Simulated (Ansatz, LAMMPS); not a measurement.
# Glassy 83GeO2-17SiO2 (mol %) (258 atoms): where an added charge goes, part 3 of 3

Aim: add and remove one electron in glassy 83GeO2-17SiO2 (mol %) (258 atoms), with atoms held and relaxed, and read trapping energy and localisation.

Ansatz 0.2.0; Kohn-Sham DFT, PBE, PAW (set soft_1), plane waves.

The cell: 71 Ge, 15 Si and 172 O. The quench rate of 25 K/ps far exceeds what a furnace or splat quench reaches. The network of bonds at the start is that of the classical potential that made the cell. Sampling is at Γ alone, for a cell whose shortest periodic width is 16 Å.

So far. Step 6 (An extra electron, atoms relaxed): The relaxation converged after 3 steps, 0.0331 eV below its start, with a largest force component of 0.042 eV/Å. Step 6 (An extra electron, atoms relaxed): An extra electron, atoms relaxed: the energy stands 4.85 eV above that of the reference. An odd electron should give 1 μB; this run ended with the carrier shared between both spins.

**7. An extra electron, levels at the relaxed geometry**

A single point at the new geometry gives levels and spin density.

The input, input.yaml:

```yaml
crystal:
  lattice:
    - [15.9097, 0.0, 0.0]
    - [0.0, 15.9097, 0.0]
    - [0.0, 0.0, 15.9097]
  atoms:
    - { symbol: Ge, position: [0.40152, 0.43677, 0.21627] }
    - { symbol: Ge, position: [0.28969, 0.10374, 0.98244] }
    - { symbol: Ge, position: [0.49159, 0.86746, 0.40353] }
    - { symbol: Ge, position: [0.24068, 0.73336, 0.60236] }
    - { symbol: Ge, position: [0.2847, 0.05003, 0.58128] }
    - { symbol: Ge, position: [0.84514, 0.34329, 0.98513] }
    [... 246 atom lines left out ...]
    - { symbol: O, position: [0.01187, 0.61094, 0.73908] }
    - { symbol: O, position: [0.44508, 0.75147, 0.79216] }
    - { symbol: O, position: [0.69668, 0.13859, 0.64042] }
    - { symbol: O, position: [0.45297, 0.0304, 0.88679] }
    - { symbol: O, position: [0.20714, 0.39135, 0.16561] }
    - { symbol: O, position: [0.70515, 0.85528, 0.55332] }
total_charge: -1
kpoints:
  mp_grid: { grid: [1, 1, 1] }
hamiltonian:
  xc: pbe
  pseudopotentials: { kind: paw, azcp: { folder: soft_1 } }
scf:
  occupations: { method: fermi_dirac, width: 0.01 }
  lower_state_search: "off"
output:
  forces: true
  stress: true
  populations: true
  dos:
    method: { smearing: { sigma: 0.15 } }
    de: 0.1
    projected: { site_lists: { Ge: [Ge], O: [O], Si: [Si] } }
  eigenvalues: true
  write_density: true
  write_potential: true
  volumetric_format: npy
magnetization:
  spin_polarized: true
  initial_magnetization: 1
```

Started as:

```bash
$ ansatz run input.yaml --threads 16 --pin off --max-ram 31232MiB --backend cpu --events-out ev --progress --plain --runs-dir out
```

Numbers of over 12 decimals in the logs are rounded to 6 here.

Output:

```text
[...]
Crystal: 258 atoms, lattice volume = 4027.040 Å³
Basis set: ecut = 420 eV, 78805 PW (Γ), exchange–correlation on 216×216×216 points (8 copies of the dense FFT grid, shifted against one another)
Bands: 1302, of which v1, the nominal top of the filled ones, is band 1044 counted from 1 (1043 counted from 0)
Symmetry: 1 space group operations
[...]
k-points: 1
[...]
Starting moments: Σ|m| = 1 μB on 258 of 258 sites
[...]
SCF iter   1: F=—  HF=-412169.177411 eV  |F-HF|=—  |Δ(HF+E_count)|=         —  Δρ=4.82e-2 (↑4.76e-2 ↓4.82e-2)  dr2=2.62e2  dr2_m=1.22e-2  M=1.000 μB ∫|m|=1.073 μB  β_m=1.00  ethr=3.10e-3  ⟨swp⟩=6.0  Hψ=9542  notcnv=0  defer=308
[...]
SCF iter   2: F=—  HF=-412114.446932 eV  |F-HF|=—  |Δ(HF+E_count)|=         —  Δρ=2.79e-2 (↑2.79e-2 ↓2.79e-2)  dr2=7.82e1  dr2_m=1.91e-3  M=0.597 μB ∫|m|=0.700 μB  β_m=0.30  ethr=3.10e-3  ⟨swp⟩=2.5  Hψ=4071  notcnv=0  defer=505
[...]
SCF iter   9: F=—  HF=-412094.006659 eV  |F-HF|=—  |Δ(HF+E_count)|=   2.84e-3  Δρ=1.14e-4 (↑1.14e-4 ↓8.29e-5)  dr2=3.05e-4  dr2_m=1.92e-4  M=0.322 μB ∫|m|=0.378 μB  β_m=0.30  ethr=1.02e-7  ⟨swp⟩=2.0  Hψ=4192  notcnv=0  defer=508
[...]
SCF iter  11: F=—  HF=-412094.007304 eV  |F-HF|=—  |Δ(HF+E_count)|=   4.55e-4  Δρ=4.42e-5 (↑4.42e-5 ↓4.21e-5)  dr2=2.50e-5  dr2_m=6.15e-5  M=0.234 μB ∫|m|=0.274 μB  β_m=0.73  ethr=8.82e-9  ⟨swp⟩=2.0  Hψ=4177  notcnv=0  defer=508
[...]
SCF iter  17: F=—  HF=-412094.013040 eV  |F-HF|=—  |Δ(HF+E_count)|=   2.03e-7  Δρ=1.28e-6 (↑1.24e-6 ↓1.28e-6)  dr2=2.10e-7  dr2_m=1.09e-9  M=0.001 μB ∫|m|=0.001 μB  β_m=0.68  ethr=4.79e-12  ⟨swp⟩=18.0  Hψ=22860  notcnv=0
SCF iter  18: F=-412094.013040 eV  HF=-412094.013040 eV  |F-HF|=1.75e-10  |Δ(HF+E_count)|=   2.80e-8  Δρ=2.54e-7 (↑2.50e-7 ↓2.54e-7)  dr2=5.83e-9  dr2_m=9.33e-11  M=0.000 μB ∫|m|=0.000 μB  ethr=4.79e-12  ⟨swp⟩=6.5  Hψ=13978  notcnv=0
[...]
SCF 1 converged in 18 iterations: F = -412094.013040 eV  dr2 = 5.83e-9
[...]
SCF converged after 18 iterations
Magnetization: 0.0001 μB (1043.5000 up, 1043.5000 down)
Absolute magnetization: 0.0001 μB (∫|ρ↑−ρ↓|, with the PAW one-centre terms)
[...]
Per-site moments (μB) at R_I (Å): [(5.577298816330966e-7, 0.723153), (1.6081546884100925e-7, 0.730556), (1.3105073003524137e-9, 0.721141), (6.120344593267148e-9, 0.725891), (1.3707171743571241e-8, 0.725467), [...]
Free energy (F): -412094.013040 eV
[...]
Internal energy: -412093.999177 eV  (E = F + TS)
E sigma→0 (E₀):  -412094.006109 eV
Entropy (-TS):   -0.013863 eV (-0.054 meV/atom)
Fermi energy:    4.873124 eV
[...]
Σ components = -412094.013040   (vs F -412094.013040, Δ=0.00e0)
--- Forces (eV/Å), atoms counted from 1 ---
  atom   1  Ge     0.00815992     0.01862154    -0.01071290
  atom   2  Ge     0.00216922    -0.00397936    -0.00284428
  atom   3  Ge     0.00383525     0.00834915     0.00944344
  atom   4  Ge    -0.00149001     0.00076497    -0.00213371
[...]
atom 258  O      0.00405746     0.00117435    -0.00406037
  max |Σ_I F_I| component: 1.92e-5 eV/Å
--- Stress (GPa, compression-positive) ---
       -3.370983      -0.212460       0.016927
       -0.212460      -0.683932      -0.438288
        0.016928      -0.438287      -0.774119
  P = ⅓ Tr σ = -1.6097 GPa (-16.097 kbar)
--- Band table (eV) ---
[...]
--- Löwdin populations: 258 sites ---
  site symbol       q [e]    m [muB]
     0     Ge     12.5223     0.0000
     1     Ge     12.4981     0.0000
     2     Ge     12.4494     0.0000
[...]
257      O      6.6704     0.0000
  spilling = 0.007201 (of n_electrons = 2087.000000)
```

The job ended after 8.8 min (16 threads of Arm Neoverse V2, shared host; peak memory 18 GiB; 2.3 h of CPU time).

An extra electron, levels at the relaxed geometry: the energy stands 4.85 eV above that of the reference. An odd electron should give 1 μB; this run ended with the carrier shared between both spins.

The levels nearest the highest filled one (over half full), pooled over k-points and spins:

| level less the highest filled one (eV) | occupation |
| --- | --- |
| -1.97 | 1 |
| -1.97 | 1 |
| 0 | 0.5 |
| 0 | 0.5 |
| 0.551 | 0 |
| 0.551 | 0 |
| 0.835 | 0 |
| 0.835 | 0 |

**8. Neutral at the geometry of the electron**

The neutral cell at the new geometry gives the energy of that geometry without the charge.

input.yaml, the sections that differ from step 7:

```yaml
crystal:
  lattice:
    - [15.9097, 0.0, 0.0]
    - [0.0, 15.9097, 0.0]
    - [0.0, 0.0, 15.9097]
  atoms:
    [... the 258 atom lines of step 7 ...]
scf:
  occupations: { method: fixed }
output:
  forces: true
  stress: true
  populations: true
  dos:
    method: { smearing: { sigma: 0.15 } }
    de: 0.1
    projected: { site_lists: { Ge: [Ge], O: [O], Si: [Si] } }
  eigenvalues: true
# kpoints, hamiltonian: as in step 7
# total_charge: removed
# magnetization: removed
```

Output:

```text
[...]
Crystal: 258 atoms, lattice volume = 4027.040 Å³
Basis set: ecut = 420 eV, 78805 PW (Γ), exchange–correlation on 216×216×216 points (8 copies of the dense FFT grid, shifted against one another)
Bands: 1301, of which v1, the nominal top of the filled ones, is band 1043 counted from 1 (1042 counted from 0)
Symmetry: 1 space group operations
[...]
k-points: 1
[...]
SCF iter   1: F=—  HF=-412176.646183 eV  |F-HF|=—  |Δ(HF+E_count)|=         —  Δρ=9.71e-2  dr2=2.68e2  ethr=3.10e-3  ⟨swp⟩=5.0  Hψ=4299  notcnv=0  defer=255
[...]
SCF iter  13: F=—  HF=-412098.825629 eV  |F-HF|=—  |Δ(HF+E_count)|=   2.13e-7  Δρ=2.10e-6  dr2=1.63e-7  ethr=4.79e-12  ⟨swp⟩=14.0  Hψ=7555  notcnv=0
SCF iter  14: F=-412098.825629 eV  HF=-412098.825629 eV  |F-HF|=2.15e-9  |Δ(HF+E_count)|=   1.02e-8  Δρ=5.65e-7  dr2=1.06e-8  ethr=4.79e-12  ⟨swp⟩=4.0  Hψ=3858  notcnv=0
SCF 1 converged in 14 iterations: F = -412098.825629 eV  dr2 = 1.06e-8
[...]
SCF converged after 14 iterations
Free energy (F): -412098.825629 eV
[...]
Internal energy: -412098.825629 eV  (E = F + TS)
E sigma→0 (E₀):  -412098.825629 eV
Fermi energy:    2.985584 eV
[...]
Σ components = -412098.825629   (vs F -412098.825629, Δ=0.00e0)
--- Forces (eV/Å), atoms counted from 1 ---
  atom   1  Ge     0.02090569     0.13951703    -0.09244532
  atom   2  Ge     0.07660304     0.03153175    -0.07277974
  atom   3  Ge     0.01781822    -0.01454959     0.08280034
  atom   4  Ge     0.01250733    -0.00888217     0.00214982
[...]
atom 258  O      0.05199123     0.02316572    -0.03801743
  max |Σ_I F_I| component: 7.00e-5 eV/Å
--- Stress (GPa, compression-positive) ---
       -3.673457      -0.220161       0.026167
       -0.220161      -0.923199      -0.451174
        0.026167      -0.451174      -1.014768
  P = ⅓ Tr σ = -1.8705 GPa (-18.705 kbar)
--- Band table (eV) ---
[...]
--- Löwdin populations: 258 sites ---
  site symbol       q [e]
     0     Ge     12.5034
     1     Ge     12.4885
     2     Ge     12.4461
[...]
257      O      6.6681
  spilling = 0.007192 (of n_electrons = 2086.000000)
```

It took 2.4 min on 16 threads; peak memory 10 GiB; 37 min of CPU time.

Neutral at the geometry of the electron: the energy stands 0.0370 eV above that of the reference.

**9. Energies and spread of the extra charge**

Energies are differences within one cell and functional; the shift is the gain plus the neutral cell's energy at the new geometry, that is how much cheaper the vertical process becomes there. The spread is the participation number of the site moments (1/Σw², over the spin inside atomic spheres), with the atom that holds the largest share and the spin that the spheres hold in all.

| carrier | charged less neutral, atoms held (eV) | gain on relaxing (eV) | neutral cell at that geometry, less the reference (eV) | shift of the vertical energy (eV) | spread, atoms held | spread, relaxed |
| --- | --- | --- | --- | --- | --- | --- |
| electron | 4.883 | 0.033 | 0.037 | 0.070 | - | - |

**10. Findings**

The extra electron gains 0.033 eV as the atoms relax: so small a gain shows no trapping at this level. The cell with the electron keeps a moment of only 0.00 μB where one unpaired electron should give 1 μB: the carrier is shared between both spins, which can hide trapping. The runs for the hole were not obtained.

Caveats: Single energies of charged cells hang on the program's zero of potential. In the spin-polarised runs the search for a state of lower energy was switched off. No distortion was seeded, so a trapped state behind a barrier can't be found. Local and semilocal functionals favour spread-out charges, so trapping can be missed. The pressure of -1.8 GPa says that the cell would shrink at this level of theory. Charged cells carry a uniform background, with no correction for images.

The DFT runs together took 45 min of wall time.

[Logs are printed without paths, hosts, clocks, repeated set-up lines and the standing remarks that a program may print on its own settings, such as how far it seeks lower states.]

[Hosts, paths, dates, database ids (printed as entryN), source tags and the programs' standing remarks are cut or masked in the printed files.]
